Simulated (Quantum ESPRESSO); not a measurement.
Records of electronic-structure calculations.

```cif
data_la2fe2s2o3
_symmetry_space_group_name_H-M 'I4/mmm'
_symmetry_Int_Tables_number 139
_cell_length_a 4.0478
_cell_length_b 4.0478
_cell_length_c 18.1844
_cell_angle_alpha 90.000
_cell_angle_beta 90.000
_cell_angle_gamma 90.000
_cell_volume 297.94
loop_
_atom_site_label
_atom_site_type_symbol
_atom_site_symmetry_multiplicity
_atom_site_Wyckoff_symbol
_atom_site_fract_x
_atom_site_fract_y
_atom_site_fract_z
_atom_site_occupancy
La1 La 4 e 0.00000 0.00000 0.18180 1
Fe1 Fe 4 c 0.00000 0.50000 0.00000 1
S1 S 4 e 0.00000 0.00000 0.40492 1
O1 O 4 d 0.00000 0.50000 0.25000 1
O2 O 2 a 0.00000 0.00000 0.00000 1
_calc_subject 'Collinear magnetic orders of La2Fe2S2O3 with Quantum ESPRESSO'
_calc_method 'LDA; plane waves with GBRV 1.5 LDA potentials, no spin-orbit coupling, projections on orthogonalised atomic orbitals (and 2 further levels or steps)'
_calc_program 'Quantum ESPRESSO 7.5'
_calc_settings_of_one_run 'GBRV 1.5 LDA, cutoff 544.23 eV, 8×8×8 k-mesh, 63 bands, fermi-dirac occupations, smearing width 0.05 eV, collinear spin, SCF threshold 1.80e-8, starting moments 0 0 4 4 0 0 0 0 0 μB'
_calc_cost '4 runs, 53 min in all on 4 MPI ranks of Intel Xeon Platinum 8488C (Sapphire Rapids), shared host (the runs of this entry)'
_calc_notes 'A computed site moment is spin alone and hangs on the region that is counted: the program’s spheres do not touch and miss the tail of the moment. Measured moments hold any orbital part as well, and belong to the order of the sample, which need not be the order of this run. No Hubbard term acts here. In such compounds local and semilocal functionals without one often delocalise the d electrons, and can shrink or lose moments and miss the size, sign and order of the couplings. The smearing term is large for its width, so states at the Fermi level are partly filled: at this level the cell is a metal or has a gap of a few widths at most.'
_calc_lowest_state_found 'ferromagnetic (from ferro ++)'
_calc_largest_site_moment '3.17 μB'
_calc_next_state_with_moments 'antiferromagnetic, 76.4 meV a seeded atom higher'
```

[Logs and program files are shortened in this print: banners, set-up blocks, solver, clock and traceback lines can be left out without a mark of their own.]

[Logs are printed without paths, hosts, clocks, repeated set-up lines and the standing remarks that a program may print on its own settings, such as how far it seeks lower states.]

[Hosts, paths, dates, database ids (printed as entryN), source tags and the programs' standing remarks are cut or masked in the printed files.]

[Where a cell is said to come from a database of computed structures, the database is the Materials Project.]
